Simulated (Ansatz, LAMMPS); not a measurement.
# Relaxing amorphous poly(propylene oxide) (as short chains C35O12H72), from a frame at 440 K (238 atoms), part 2 of 2

How does amorphous poly(propylene oxide) (as short chains C35O12H72), from a frame at 440 K (238 atoms) relax, and what do bonds, charges and levels look like afterwards?

Ansatz 0.2.0; Kohn-Sham DFT, PBE+D3(BJ), PAW (set soft_2), plane waves.

The cell: 70 C, 24 O and 144 H. The network of contacts between molecules at the start is that of the classical potential that made the cell. The density was typed from a rule of thumb and may lie off the real one at this temperature. Only the Γ point is sampled, in a cell whose shortest periodic width is 14 Å.

So far. Step 4 (Relaxation): The relaxation changed the energy by -59.1 meV/atom, and atoms moved by 0.90 Å r.m.s., 3.4 Å at most.

## Step 6: Single point at the relaxed geometry (continued)

Density of states as counts of states in windows of 1 eV (from the Fermi level), total and the larger projections:

| from (eV) | to (eV) | total | C p | H s | O p |
| --- | --- | --- | --- | --- | --- |
| -10 | -9 | 31.8 | 17.6 | 5.2 | 7.3 |
| -9 | -8 | 51.4 | 29.2 | 8.8 | 11.0 |
| -8 | -7 | 50.5 | 29.2 | 10.6 | 8.6 |
| -7 | -6 | 71.6 | 41.4 | 20.8 | 7.2 |
| -6 | -5 | 70.4 | 40.1 | 20.6 | 8.2 |
| -5 | -4 | 50.9 | 17.0 | 11.2 | 19.7 |
| -4 | -3 | 13.0 | 2.6 | 2.1 | 7.6 |
| -3 | -2 | 40.0 | 6.1 | 5.4 | 27.4 |
| -2 | -1 | 0.5 | 0.1 | 0.0 | 0.3 |
| -1 | 1 | 0.0 | 0.0 | 0.0 | 0.0 |
| 1 | 2 | 0.3 | 0.0 | 0.1 | 0.0 |
| 2 | 3 | 17.9 | 1.8 | 6.5 | 0.2 |
| 3 | 4 | 43.2 | 9.0 | 12.6 | 1.1 |
| 4 | 5 | 58.5 | 13.1 | 15.5 | 1.9 |

Between -24 and -10 eV lie 188 more states.

The levels nearest the highest filled one (over half full), pooled over k-points and spins:

| level less the highest filled one (eV) | occupation |
| --- | --- |
| -0.447 | 2 |
| -0.426 | 2 |
| -0.367 | 2 |
| -0.255 | 2 |
| -0.232 | 2 |
| 0 | 2 |
| 4.18 | 0 |
| 4.45 | 0 |
| 4.57 | 0 |
| 4.63 | 0 |
| 4.68 | 0 |
| 4.80 | 0 |

ELF in the ab plane at fractional z = 0.046, with atoms of C and O and H within 0.2 Å of it. It is the smooth field of the valence electrons, not physical close to the nuclei.

Ten even steps from '0' (0.0) to '9' (1.0), each cell a mean:
```
1100039998202686675246310000000001332000
0000002441002677524787546762000000000000
0000000000000121003642799995000000233200
0000000000000000013654799981000004999961
0000000000000000001233234410000005999961
0145200012000000000000000000132114798740
0488500024100587620001342005999745534530
1465200012002899950002462007999843356520
2431000000001577520000120003776310146421
6655566300000000002331000000000000023102
6437999820000000048997300000000232000014
8656999500001100038997300000001464100047
9852331012137873001320000022000011000279
6520001587558998300000111478620000000036
0000004899646775200047764689830012100000
0000001455578863000499997567400388610000
2100000012699995000499996145201588620001
0000000000267641000035554443114654200000
0000002442000001220000001110059996100000
0000028999510168996100000000179998100000
1100038999743599997000000000058862000001
9971004676588558850012200000000000244368
9982027897677446411366530000000004887579
8850049999622476665577630000000005897447
```
Columns run along a (13.7 Å), rows up along b (13.7 Å). Atoms in or near the plane, at fractional coordinates: C at (0.63, 0.31), O at (0.38, 0.98), C at (0.52, 0.87), H at (0.55, 0.33), H at (0.78, 0.19), H at (0.39, 0.13), H at (0.20, 0.01), H at (0.20, 0.14), H at (0.60, 0.87), C at (0.04, 0.55), H at (0.89, 0.80), H at (0.74, 0.69), H at (0.00, 0.06).

Valence density in the ab plane at fractional z = 0.046, with atoms of C and O and H within 0.2 Å of it. It is the smooth field of the valence electrons, not physical close to the nuclei.

Values in e/Å³, 13 rows by 16 columns, each cell a mean:
```
0.0 0.0 0.0 0.1 0.1 1.0 2.9 1.2 1.2 0.2 0.0 0.0 0.0 0.0 0.0 0.0
0.0 0.0 0.0 0.0 0.0 0.0 0.1 0.6 1.6 1.2 0.2 0.0 0.0 0.0 0.1 0.0
0.0 0.0 0.0 0.0 0.0 0.0 0.0 0.2 0.4 0.2 0.0 0.0 0.0 0.2 1.0 0.1
0.1 0.1 0.0 0.0 0.0 0.1 0.2 0.1 0.1 0.1 0.0 0.3 0.5 0.6 1.4 0.4
0.3 0.2 0.0 0.0 0.0 0.1 0.2 0.0 0.0 0.0 0.0 0.2 0.3 0.2 0.7 0.3
1.2 1.0 0.3 0.0 0.0 0.0 0.0 0.1 0.0 0.0 0.0 0.0 0.0 0.0 0.1 0.2
0.7 0.5 0.2 0.0 0.0 0.1 0.0 0.1 0.0 0.0 0.0 0.0 0.0 0.0 0.0 0.1
0.0 0.0 0.0 0.2 0.4 0.5 0.1 0.0 0.0 0.1 0.2 0.1 0.0 0.0 0.0 0.0
0.0 0.0 0.0 0.1 0.5 0.4 0.0 0.0 0.4 1.2 1.2 0.3 0.1 0.1 0.0 0.0
0.0 0.0 0.0 0.0 0.1 0.1 0.0 0.0 0.1 0.4 0.7 0.3 0.4 0.2 0.0 0.0
0.0 0.0 0.1 0.4 0.1 0.1 0.3 0.0 0.0 0.0 0.0 0.1 0.7 0.2 0.0 0.0
0.3 0.0 0.1 1.1 1.1 1.2 1.0 0.1 0.0 0.0 0.0 0.0 0.0 0.0 0.1 0.4
0.5 0.0 0.2 1.2 0.7 1.2 2.1 0.7 0.7 0.1 0.0 0.0 0.0 0.0 0.2 0.5
```
Columns run along a (13.7 Å), rows up along b (13.7 Å). Atoms in or near the plane, at fractional coordinates: C at (0.63, 0.31), O at (0.38, 0.98), C at (0.52, 0.87), H at (0.55, 0.33), H at (0.78, 0.19), H at (0.39, 0.13), H at (0.20, 0.01), H at (0.20, 0.14), H at (0.60, 0.87), C at (0.04, 0.55), H at (0.89, 0.80), H at (0.74, 0.69), H at (0.00, 0.06).

Mean intrinsic-atomic-orbital charges: C -0.20, H +0.16, O -0.40 e. The largest share in the top eV of filled states is O p (70 % of the projected weight), and in the lowest eV of empty states H s (58 % of the projected weight).

Local excerpt of 13 atoms (numbers count through the whole input) about H61, picked at random; x, y, z are measured from there.

| atom | x | y | z | distance (Å) | bonds | intrinsic-atomic-orbital charge (e) |
| --- | --- | --- | --- | --- | --- | --- |
| H61 | 0.00 | 0.00 | 0.00 | 0.00 | 1 | 0.19 |
| C9 | 0.76 | 0.78 | 0.08 | 1.10 | 4 | -0.54 |
| H62 | 1.71 | 0.37 | -0.29 | 1.78 | 1 | 0.18 |
| H60 | 0.47 | 1.62 | -0.57 | 1.79 | 1 | 0.16 |
| C8 | 0.86 | 1.24 | 1.53 | 2.15 | 4 | 0.08 |
| H227 | -1.28 | 0.34 | -2.02 | 2.42 | 1 | 0.18 |
| H59 | 1.23 | 0.40 | 2.15 | 2.50 | 1 | 0.14 |
| O6 | -1.37 | 0.59 | 2.08 | 2.56 | 2 | -0.40 |
| H229 | -1.81 | -1.24 | -1.38 | 2.59 | 1 | 0.17 |
| C7 | -0.48 | 1.70 | 2.09 | 2.74 | 4 | -0.12 |
| C160 | -1.95 | -0.51 | -2.20 | 2.98 | 4 | -0.51 |
| H58 | -0.88 | 2.52 | 1.47 | 3.05 | 1 | 0.14 |
| H54 | -3.21 | -0.72 | 0.69 | 3.36 | 1 | 0.18 |

The column of bonds counts only the pairs H-C within 1.34 Å, C-C within 1.85 Å, C-O within 1.73 Å; other neighbours, such as metal atoms beside each other in a compound, aren't counted, and periodic images can show an atom twice.

## Step 7: Outcome

```yaml
energy_change_in_the_relaxation: -59.15 meV/atom
r_m_s_displacement: 0.901 Å
largest_displacement: 3.367 Å
free_energy_per_atom: -140.7015 eV/atom
pressure: -0.2445 GPa
r_m_s_force_component: 0.00557 eV/Å
spacing_of_highest_filled_and_lowest_empty_level: 4.178 eV
wall_time_of_the_3_dft_runs: 13 min
```

Relaxation lowers the energy by 59.1 meV/atom and moves atoms by 0.90 Å r.m.s.; the r.m.s. force component goes from 1.1 to 0.0056 eV/Å, the pressure goes from 2.6 to -0.24 GPa. By the final cutoffs no bond was broken or made. First to last step the energy falls by 14.077 eV; the largest move, 3.37 Å, is that of H169. The H-C bonds change most in mean length: from 1.089 Å (spread 0.036) to 1.101 Å (spread 0.004). With the cutoffs above, all C atoms have 4, all H atoms have 1 and all O atoms have 2 bonded neighbours. Between filled and empty levels lie 4.18 eV (at Γ alone); a semilocal functional tends to put such gaps too low. In a disordered cell it changes from sample to sample, and tail or defect levels can set it.

What to keep in mind: The network of contacts between molecules at the start is that of the classical potential that made the cell; in DFT atoms moved by 0.90 Å r.m.s.

[Logs are printed without paths, hosts, clocks, repeated set-up lines and the standing remarks that a program may print on its own settings, such as how far it seeks lower states.]

[Hosts, paths, dates, database ids (printed as entryN), source tags and the programs' standing remarks are cut or masked in the printed files.]
